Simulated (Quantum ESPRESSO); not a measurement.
# LiGdSe2: parallel and opposed starts

Does LiGdSe2 prefer parallel or opposed moments, or none?

Method: BLYP with U = 3.6 eV on Gd f (atomic projectors); plane waves with SSSP 1.3 efficiency PBE potentials, no spin-orbit coupling, in Quantum ESPRESSO 7.5.

Most raw output is cut from this account.

## Step 1: The structure

The structure is trigonal, space group R-3m (No. 166). Conventional cell: a = 4.103 Å, b = 4.103 Å, c = 19.388 Å, α = 90.00°, β = 90.00°, γ = 120.00°. Nearest to Li lie 6 Se at 2.85 Å. Nearest to Gd lie 6 Se at 2.89 Å. Se has 3 Li at 2.85 Å and 3 Gd at 2.89 Å nearest. Farther neighbours and most contacts between anions are not listed.

The cell comes from Materials Project 2023-11-01, a database of computed structures, and need not be the stable phase.

## Step 2: Start 1: ferro +

The signs are those of the starting moments on the seeded atoms, the atoms that are given a moment.

pw.in reads:

```
&CONTROL
  calculation = 'scf'
  prefix = 'pwscf'
  outdir = './tmp'
  pseudo_dir = './pseudo'
  disk_io = 'nowf'
  tprnfor = .true.
  tstress = .true.
/
&SYSTEM
  ibrav = 0
  celldm(1) = 8
  nat = 4
  ntyp = 3
  ecutwfc = 50
  ecutrho = 400
  nbnd = 28
  input_dft = 'blyp'
  occupations = 'smearing'
  smearing = 'fd'
  degauss = 0.00734986
  nspin = 2
  starting_magnetization(1) = 0
  starting_magnetization(2) = 0.3889
  starting_magnetization(3) = 0
/
&ELECTRONS
  conv_thr = 4d-07
  electron_maxstep = 150
  mixing_beta = 0.5
  mixing_ndim = 12
/
ATOMIC_SPECIES
Li      6.9400 li_pbe_v1.4.uspp.F.UPF
Gd    157.2500 Gd.paw.z_18.atompaw.wentzcovitch.v1.2.upf
Se     78.9710 Se_pbe_v1.uspp.F.UPF
CELL_PARAMETERS alat
   0.4846533974646    0.2798147694887    1.5266138646805
  -0.4846533974646    0.2798147694887    1.5266138646805
   0.0000000000000   -0.5596295389774    1.5266138646805
ATOMIC_POSITIONS crystal
Li      0.5000000000    0.5000000000    0.5000000000
Gd      0.0000000000    0.0000000000    0.0000000000
Se      0.7516470200    0.7516470200    0.7516470200
Se      0.2483529800    0.2483529800    0.2483529800
K_POINTS automatic
6 6 6 0 0 0
HUBBARD {atomic}
U Gd-4f 3.6000
```

Launch:

```
$ OMP_NUM_THREADS=1 mpirun -n 4 pw.x -nk 4 -in pw.in > pw.out
```

Elapsed: 88 s, on 4 MPI ranks of Intel Xeon Platinum 8488C (Sapphire Rapids), shared host; peak memory 1.6 GiB; 5.8 min of CPU time.

Spin moment in the atom's sphere by atom:

```
atom  spin moment in the atom's sphere (μB)
 Li1                                   0.00
 Gd2                                   6.98
 Se3                                  -0.03
 Se4                                  -0.03
```

Numbers from this step:

```yaml
smearing_term_ts: 6.32e-5 eV
pressure: 4.176 GPa
magnetization: 7 μB
absolute_magnetization: 7.153 μB
final_state: ferromagnetic
```

## Step 3: Run 2, typed as antiferro q=(0,0,1/2) +−

This order needs a doubled cell of 8 atoms. The wavevector q is in fractions of the reciprocal vectors of the crystal's primitive cell, as the cells of these inputs are built from it; moments change sign between cells as cos(2π q·R).

pw.in reads:

```
&CONTROL
  calculation = 'scf'
  prefix = 'pwscf'
  outdir = './tmp'
  pseudo_dir = './pseudo'
  disk_io = 'nowf'
  tprnfor = .true.
  tstress = .true.
/
&SYSTEM
  ibrav = 0
  celldm(1) = 8
  nat = 8
  ntyp = 4
  ecutwfc = 50
  ecutrho = 400
  nbnd = 45
  input_dft = 'blyp'
  occupations = 'smearing'
  smearing = 'fd'
  degauss = 0.00734986
  nspin = 2
  starting_magnetization(1) = 0
  starting_magnetization(2) = 0.3889
  starting_magnetization(3) = -0.3889
  starting_magnetization(4) = 0
/
&ELECTRONS
  conv_thr = 8d-07
  electron_maxstep = 150
  mixing_beta = 0.5
  mixing_ndim = 12
/
ATOMIC_SPECIES
Li      6.9400 li_pbe_v1.4.uspp.F.UPF
Gd1   157.2500 Gd.paw.z_18.atompaw.wentzcovitch.v1.2.upf
Gd2   157.2500 Gd.paw.z_18.atompaw.wentzcovitch.v1.2.upf
Se     78.9710 Se_pbe_v1.uspp.F.UPF
CELL_PARAMETERS alat
   0.4846533974646    0.2798147694887    1.5266138646805
  -0.4846533974646    0.2798147694887    1.5266138646805
   0.0000000000000   -1.1192590779548    3.0532277293611
ATOMIC_POSITIONS crystal
Li      0.5000000000    0.5000000000    0.2500000000
Li      0.5000000000    0.5000000000    0.7500000000
Gd1     0.0000000000    0.0000000000    0.0000000000
Gd2     0.0000000000    0.0000000000    0.5000000000
Se      0.7516470200    0.7516470200    0.3758235100
Se      0.7516470200    0.7516470200    0.8758235100
Se      0.2483529800    0.2483529800    0.1241764900
Se      0.2483529800    0.2483529800    0.6241764900
K_POINTS automatic
6 6 3 0 0 0
HUBBARD {atomic}
U Gd1-4f 3.6000
U Gd2-4f 3.6000
```

Run time: 7 min. Hardware: 4 MPI ranks; peak memory 3.2 GiB; 28 min of CPU time.

Spin moment in the atom's sphere by atom:

| atom | spin moment in the atom's sphere (μB) |
| --- | --- |
| Li1 | 0.00 |
| Li2 | 0.00 |
| Gd3 | 6.98 |
| Gd4 | -6.98 |
| Se5 | 0.01 |
| Se6 | -0.01 |
| Se7 | -0.01 |
| Se8 | 0.01 |

Read from the output:

| Quantity | Value |
| --- | --- |
| smearing term TS | 6.66e-5 eV |
| pressure | 4.013 GPa |
| magnetization | 0 μB |
| absolute magnetization | 14.24 μB |
| final state | antiferromagnetic |

## Step 4: Start 3: no spin polarisation

pw.in reads:

```
&CONTROL
  calculation = 'scf'
  prefix = 'pwscf'
  outdir = './tmp'
  pseudo_dir = './pseudo'
  disk_io = 'nowf'
  tprnfor = .true.
  tstress = .true.
/
&SYSTEM
  ibrav = 0
  celldm(1) = 8
  nat = 4
  ntyp = 3
  ecutwfc = 50
  ecutrho = 400
  nbnd = 25
  input_dft = 'blyp'
  occupations = 'smearing'
  smearing = 'fd'
  degauss = 0.00734986
/
&ELECTRONS
  conv_thr = 4d-07
  electron_maxstep = 150
  mixing_beta = 0.5
  mixing_ndim = 12
/
ATOMIC_SPECIES
Li      6.9400 li_pbe_v1.4.uspp.F.UPF
Gd    157.2500 Gd.paw.z_18.atompaw.wentzcovitch.v1.2.upf
Se     78.9710 Se_pbe_v1.uspp.F.UPF
CELL_PARAMETERS alat
   0.4846533974646    0.2798147694887    1.5266138646805
  -0.4846533974646    0.2798147694887    1.5266138646805
   0.0000000000000   -0.5596295389774    1.5266138646805
ATOMIC_POSITIONS crystal
Li      0.5000000000    0.5000000000    0.5000000000
Gd      0.0000000000    0.0000000000    0.0000000000
Se      0.7516470200    0.7516470200    0.7516470200
Se      0.2483529800    0.2483529800    0.2483529800
K_POINTS automatic
6 6 6 0 0 0
HUBBARD {atomic}
U Gd-4f 3.6000
```

Run time: 75 s. Hardware: 4 MPI ranks; peak memory 1.4 GiB.

Read from the output:

```
smearing term TS : 0.8389 eV
pressure         : 2.618 GPa
final state      : non-magnetic (no spin polarisation)
```

## Step 5: Energies of the orders

An order is kept where moments of 0.15 μB or more survive with the typed signs; meshes match where a doubled cell samples the same k points as the first cell.

Orders:

```csv
start,final state,typed order kept,energy over the lowest (meV a seeded atom),largest site moment (μB),net moment (μB a cell of the first run),mesh matched,CPU time (s)
ferro +,ferromagnetic,yes,0.5923,6.982,7,yes,349.9
"antiferro q=(0,0,1/2) +-",antiferromagnetic,yes,0,6.98,0,yes,1671
no spin polarisation,non-magnetic,-,13263,0,0,yes,299.3
```

## Step 6: Occupations of the corrected shells in the lowest state

Occupations of the Hubbard shells:

| block | type | shell | spin | electrons | occupation numbers |
| --- | --- | --- | --- | --- | --- |
| 3 | Gd1 | 4f | up | 7.011 | 1.001 1.001 1.001 1.002 1.002 1.002 1.002 |
| 3 | Gd1 | 4f | down | 0.0741 | 0.000 0.006 0.006 0.006 0.017 0.017 0.022 |
| 4 | Gd2 | 4f | up | 0.0742 | 0.000 0.006 0.006 0.006 0.017 0.017 0.022 |
| 4 | Gd2 | 4f | down | 7.011 | 1.001 1.001 1.001 1.002 1.002 1.002 1.002 |

## Step 7: Outcome

```
lowest state found                       : antiferromagnetic (from antiferro q=(0,0,1/2) +-)
largest site moment                      : 6.98 μB
next state with moments                  : ferromagnetic, 0.592 meV a seeded atom higher
state without moments (under the same U) : 13263 meV a seeded atom higher
```

In words: The two lowest states lie so close that the mesh, the smearing, the functional or spin–orbit coupling could swap them. Under a U the spinless run pays the Hubbard penalty of a partly filled shell, so its energy overstates what forming the moments gains. Only these 3 starts were compared; other wavevectors, canted and longer-period orders were not. The 4f shell is half filled, so the spin-only picture is fair. The pseudopotentials were made with another functional, an inconsistency that can move energies. Energies are free energies at an electronic temperature of 1160 K, which lowers moments and differences where the moments are itinerant. In another run degenerate orbitals of a corrected shell are partly filled, so under the U its energy may be too high.

[Logs and program files are shortened in this print: banners, set-up blocks, solver, clock and traceback lines can be left out without a mark of their own.]

[Logs are printed without paths, hosts, clocks, repeated set-up lines and the standing remarks that a program may print on its own settings, such as how far it seeks lower states.]

[Hosts, paths, dates, database ids (printed as entryN), source tags and the programs' standing remarks are cut or masked in the printed files.]

[Where a cell is said to come from a database of computed structures, the database is the Materials Project.]
